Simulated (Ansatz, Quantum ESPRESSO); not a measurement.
## GdTl (Pm-3m): zone-centre phonons

Aim: the zone-centre modes of GdTl (Pm-3m).

Method: DFT PBEsol, scalar-relativistic, plane waves, PseudoDojo norm-conserving, 4f in core pseudopotentials, in Quantum ESPRESSO 7.5.

Report form: the programs' logs are mostly left out.

## Step 1: The starting structure

Symmetry: Pm-3m, No. 221, cubic system. The conventional cell has a = 3.814 Å, b = 3.814 Å, c = 3.814 Å, α = 90.00°, β = 90.00°, γ = 90.00°. Nearest to Gd lie 8 Tl at 3.30 Å. Nearest to Tl lie 8 Gd at 3.30 Å. Farther neighbours are not listed.

## Step 2: A probe with smearing

Before anything dear is run, a loose run with smearing shows whether this is a metal and how far the cell is from rest.

The input, probe.in:

```
 &control
    calculation='scf',
    prefix='x',
    outdir='./tmp',
    pseudo_dir='./pseudo',
    tprnfor=.true.,
    tstress=.true.,
    verbosity='high',
 /
 &system
    ibrav=1,
    celldm(1)=7.20659312,
    nat=2,
    ntyp=2,
    ecutwfc=54.0,
    input_dft='pbesol',
    occupations='smearing',
    smearing='gaussian',
    degauss=0.01,
 /
 &electrons
    conv_thr=1.0d-07,
    mixing_beta=0.7,
    electron_maxstep=100,
 /
ATOMIC_SPECIES
 Gd    157.2500  Gd.upf
 Tl    204.3800  Tl.upf
ATOMIC_POSITIONS crystal
 Gd     0.000000000   0.000000000   0.000000000
 Tl     0.500000000   0.500000000   0.500000000
K_POINTS automatic
 6 6 6 0 0 0
```

On the command line:

```console
$ OMP_NUM_THREADS=1 mpirun -n 4 pw.x -nk 4 -in probe.in > probe.out
```

Elapsed: 3.4 s, on 4 MPI ranks of Arm Neoverse V2, shared host.

This step gave:

```yaml
volume_per_atom: 27.73 Å³
pressure: -2.575 GPa
gap_on_the_k_mesh: 0 eV
```

No gap opens on this mesh, so smearing is kept; the start stands at -2.6 GPa.

## Step 3: Relaxation

The harmonic expansion starts where the forces on the atoms vanish, and stress shifts the frequencies, so cell and atoms are relaxed with tight thresholds.

The input, relax.in:

```
 &control
    calculation='vc-relax',
    prefix='x',
    outdir='./tmp',
    pseudo_dir='./pseudo',
    tprnfor=.true.,
    tstress=.true.,
    forc_conv_thr=2.0d-05,
    etot_conv_thr=1.0d-07,
    nstep=40,
 /
 &system
    ibrav=1,
    celldm(1)=7.20659312,
    nat=2,
    ntyp=2,
    ecutwfc=54.0,
    input_dft='pbesol',
    occupations='smearing',
    smearing='mv',
    degauss=0.02,
 /
 &electrons
    conv_thr=1.0d-11,
    mixing_beta=0.7,
    electron_maxstep=100,
 /
 &ions
 /
 &cell
    press_conv_thr=0.1,
 /
ATOMIC_SPECIES
 Gd    157.2500  Gd.upf
 Tl    204.3800  Tl.upf
ATOMIC_POSITIONS crystal
 Gd     0.000000000   0.000000000   0.000000000
 Tl     0.500000000   0.500000000   0.500000000
K_POINTS automatic
 8 8 8 0 0 0
```

On the command line:

```console
$ OMP_NUM_THREADS=1 mpirun -n 4 pw.x -nk 4 -in relax.in > relax.out
```

Run time: 39 s. Hardware: 4 MPI ranks; 2.6 min of CPU time.

The steps of the relaxation:

| step | energy less that of the first step (eV) | largest force (eV/Å) | pressure (GPa) | volume (Å³) |
| --- | --- | --- | --- | --- |
| 1 | 0.0000 | 0.0000 | -2.73 | 55.46 |
| 2 | -0.0112 | 0.0000 | -1.94 | 54.69 |
| 3 | -0.0206 | 0.0000 | -0.66 | 53.55 |
| 4 | -0.0217 | 0.0000 | 0.03 | 52.99 |
| 5 | -0.0217 | 0.0000 | 0.00 | 53.02 |
| 6 | -0.0217 | 0.0000 | 0.00 | 53.02 |
| 7 | -0.0208 | 0.0000 | -0.04 | 53.02 |

| conventional cell, symmetrised | before | after | change |
| --- | --- | --- | --- |
| a (Å) | 3.814 | 3.757 | -1.5 % |
| b (Å) | 3.814 | 3.757 | -1.5 % |
| c (Å) | 3.814 | 3.757 | -1.5 % |
| volume (Å³/atom) | 27.73 | 26.51 | -4.4 % |

Final coordinates:

```
Gd Tl
1.0
     3.75666    0.00000    0.00000
     0.00000    3.75666    0.00000
     0.00000    0.00000    3.75666
Gd Tl
1 1
Direct
  0.00000 0.00000 0.00000
  0.50000 0.50000 0.50000
```

The last row of the table of steps is pw.x's closing run on a basis chosen anew for the final cell, so its energy can jump.

This step gave:

```
volume per atom : 26.51 Å³
pressure        : -0.04300 GPa
```

The volume changes by -4.4 % from the cell with which this run began.

## Step 4: Self-consistent run for the response

Perturbation theory inherits every error of the wavefunctions, so the threshold is set near the limit of the arithmetic. Smearing stays on, as the first look found no gap above 0.3 eV.

The input, scf.in:

```
 &control
    calculation='scf',
    prefix='x',
    outdir='./tmp',
    pseudo_dir='./pseudo',
    tprnfor=.true.,
    tstress=.true.,
 /
 &system
    ibrav=1,
    celldm(1)=7.09905158,
    nat=2,
    ntyp=2,
    ecutwfc=54.0,
    input_dft='pbesol',
    occupations='smearing',
    smearing='mv',
    degauss=0.02,
 /
 &electrons
    conv_thr=1.0d-12,
    mixing_beta=0.7,
    electron_maxstep=100,
 /
ATOMIC_SPECIES
 Gd    157.2500  Gd.upf
 Tl    204.3800  Tl.upf
ATOMIC_POSITIONS crystal
 Gd     0.000000000   0.000000000   0.000000000
 Tl     0.500000000   0.500000000   0.500000000
K_POINTS automatic
 8 8 8 0 0 0
```

On the command line:

```console
$ OMP_NUM_THREADS=1 mpirun -n 4 pw.x -nk 4 -in scf.in > scf.out
```

It took 8.4 s on 4 MPI ranks; 33 s of CPU time.

The cell stands at -0.043 GPa, close enough for phonons.

## Step 5: Linear response at Γ

At q = 0 one unit cell holds all displacements; symmetry groups them into irreducible representations that are solved one by one. With smeared occupations no response to a homogeneous field can be asked.

The input, ph.in:

```
phonons
 &inputph
    prefix='x',
    outdir='./tmp',
    fildyn='g.dyn',
    tr2_ph=1.0d-18,
    alpha_mix(1)=0.4,
    nmix_ph=8,
 /
0.000000000 0.000000000 0.000000000
```

On the command line:

```console
$ OMP_NUM_THREADS=1 mpirun -n 4 ph.x -nk 4 -in ph.in > ph.out
```

Elapsed: 95 s, on 4 MPI ranks.

Numbers from this step:

| Item | Value |
| --- | --- |
| largest acoustic frequency at the zone centre before the sum rule | -4.71 cm⁻¹ |
| highest optical zone-centre mode (no LO-TO term) | 84.35 cm⁻¹ |
| lowest optical zone-centre mode | 84.35 cm⁻¹ |

The acoustic modes at Γ come out as far as 4.7 cm⁻¹ from zero, where they should vanish, a small numerical error.

## Step 6: Zone-centre analysis

A rigid shift of the crystal must cost nothing, but grids and finite bases break this; the acoustic sum rule is imposed before the matrix is diagonalised again.

The input, dynmat.in:

```
 &input
    fildyn='g.dyn',
    asr='simple',
    fileig='dynmat.eig',
 /
```

On the command line:

```console
$ dynmat.x -in dynmat.in > dynmat.out
```

Wall time 0.47 s (1 thread).

Numbers from this step:

| Property | Result |
| --- | --- |
| highest optical zone-centre mode (no LO-TO term) | 84.48 cm⁻¹ |
| lowest optical zone-centre mode | 84.48 cm⁻¹ |

Unit eigenvectors of the mass-weighted matrix after the sum rule; no LO-TO term. The modes at Γ (shares of kinetic energy by element, %):

| mode | frequency (cm⁻¹) | symmetry | Gd % | Tl % |
| --- | --- | --- | --- | --- |
| 1 | 0.0 | acoustic | 43 | 57 |
| 2 | 0.0 | acoustic | 43 | 57 |
| 3 | 0.0 | acoustic | 43 | 57 |
| 4 | 84.5 | T1u | 57 | 43 |
| 5 | 84.5 | T1u | 57 | 43 |
| 6 | 84.5 | T1u | 57 | 43 |

Displacements in mode 4 (84.5 cm⁻¹), the largest set to 1:
```
Gd1  0.00  0.00  1.00
Tl2  0.00  0.00 -0.77
```

The rule moves no optical mode by more than 0.2 cm⁻¹.

## Step 7: Sum rules set otherwise: a sum rule for molecules or wires on a crystal

This rule also removes rotations, which suits wires and not a crystal; it is tried to see the harm.

The input, dynmat.in:

```
 &input
    fildyn='g.dyn',
    asr='one-dim',
    fileig='dynmat.eig',
 /
```

On the command line:

```console
$ dynmat.x -in dynmat.in > dynmat.out
```

Run time: 0.47 s. Hardware: 1 thread.

The program raised no error, yet the settings are not those of a careful run.

The fault: a sum rule for molecules or wires on a crystal; 1 optical mode is projected out to zero frequency, as if it were a rotation.

For a crystal the rule has to be 'simple' or 'crystal'.

Zone-centre frequencies as printed; negative means imaginary. Modes:

| mode | frequency (cm⁻¹) |
| --- | --- |
| 1 | 0 |
| 2 | 0 |
| 3 | 0 |
| 4 | 0 |
| 5 | 84.34 |
| 6 | 84.34 |

## Step 8: Sum rules set otherwise (asr crystal)

The rule can be imposed in more than one way; the choices should agree where the raw error is small.

The input, dynmat.in:

```
 &input
    fildyn='g.dyn',
    asr='crystal',
    fileig='dynmat.eig',
 /
```

On the command line:

```console
$ dynmat.x -in dynmat.in > dynmat.out
```

Wall time 0.47 s (1 thread).

This step gave:

* highest optical zone-centre mode (no LO-TO term): 84.34 cm⁻¹
* lowest optical zone-centre mode: 84.34 cm⁻¹

Zone-centre frequencies as printed; negative means imaginary. Modes:

| mode | frequency (cm⁻¹) |
| --- | --- |
| 1 | 0 |
| 2 | 0 |
| 3 | 0 |
| 4 | 84.34 |
| 5 | 84.34 |
| 6 | 84.34 |

Against the first rule no mode moves by more than 0.2 cm⁻¹.

## Step 9: The same in Ansatz

A second program on the same cell, potentials, cutoff and meshes tests the implementation of the phonon response, not its convergence. Its k mesh is centred on Γ.

This step: DFT PBEsol, scalar-relativistic, plane waves, norm-conserving pseudopotentials, 4f in core (Ansatz 0.2.0).

The input, input.yaml:

```yaml
crystal:
  lattice:
    - [3.7566563157, 0.0, 0.0]
    - [0.0, 3.7566563157, 0.0]
    - [0.0, 0.0, 3.7566563157]
  atoms:
    - { symbol: Gd, position: [0.0, 0.0, 0.0] }
    - { symbol: Tl, position: [0.5, 0.5, 0.5] }
kpoints:
  mp_grid: { grid: [8, 8, 8] }
hamiltonian:
  xc: pbesol
  pseudopotentials:
    kind: nc
    azcp: { Gd: "pseudopotentials/pbe/nc/lanthanide_3plus/Gd.nc.azcp" }
    accuracy: standard
scf:
  occupations: { method: cold, width: 0.27211 }
output:
  eigenvalues: true
basis:
  ecutwfc: 734.707
phonons:
  method: dfpt
```

On the command line:

```console
$ ansatz run input.yaml --threads 4 --pin off --max-ram 8192MiB --backend cpu --events-out ev --progress --plain --runs-dir out
```

Elapsed: 8.9 s, on 4 threads; peak memory 0.65 GiB.

Numbers from this step:

```yaml
sum_rule_residual_before_enforcement: 1.03e-4 eV/Å²
highest_optical_zone_centre_mode_no_lo_to_term: 84.17 cm⁻¹
lowest_optical_zone_centre_mode: 84.17 cm⁻¹
```

## Step 10: The two compared: QE PseudoDojo and Ansatz, library NC

Worked out from the results:

* root-mean-square difference: 0.31 cm⁻¹
* largest difference: 0.31 cm⁻¹

Frequencies side by side, by row:

| q (reciprocal lattice) | mode | QE PseudoDojo (cm⁻¹) | Ansatz, library NC (cm⁻¹) |
| --- | --- | --- | --- |
| 0 0 0 | 1 | 0 | 0 |
| 0 0 0 | 2 | 0 | 0 |
| 0 0 0 | 3 | 0 | 0 |
| 0 0 0 | 4 | 84.48 | 84.17 |
| 0 0 0 | 5 | 84.48 | 84.17 |
| 0 0 0 | 6 | 84.48 | 84.17 |

At the zone centre the largest difference (acoustic modes at Γ apart) is 0.4 % of the highest mode.

## Step 11: Results

- space group after relaxation: Pm-3m
- volume per atom: 26.5 Å³
- highest optical zone-centre mode (no LO-TO term): 84.5 cm⁻¹
- imaginary optical modes at the zone centre (no q mesh in this session): none
- largest difference from Ansatz, library NC: 0.31 cm⁻¹

What this shows: At the PBEsol level the optical modes of GdTl (Pm-3m) at the zone centre lie at 84 cm⁻¹. QE PseudoDojo and Ansatz, library NC agree to 0.31 cm⁻¹ (0.4 % of the highest mode compared) on all solved modes but the acoustic ones at Γ, without the LO-TO term. These are harmonic frequencies at zero temperature: anharmonic shifts and linewidths and thermal expansion are left out. Spin-orbit coupling is left out, which can matter for the heavy elements here. In a metal the frequencies hang on the k mesh and the smearing, most of all near Kohn anomalies. The 4f electrons are frozen in the core as for a trivalent ion, in files made for PBE, so their moments and any magnetic order are left out. The relaxation ran at 54 Ry, under the 62 Ry recommended for these files; the stress of so short a basis can leave the cell about one per cent too small. Ansatz warns that the cutoff lies 13 % under the one recommended for these files; agreement at one cutoff is not convergence. The structure comes from a database and need not be the phase that is stable at ambient conditions.

[Host names and launcher messages were left out of these logs when they were recorded.]

[Logs are printed without paths, hosts, clocks, repeated set-up lines and the standing remarks that a program may print on its own settings, such as how far it seeks lower states.]

[Hosts, paths, dates, database ids (printed as entryN), source tags and the programs' standing remarks are cut or masked in the printed files.]
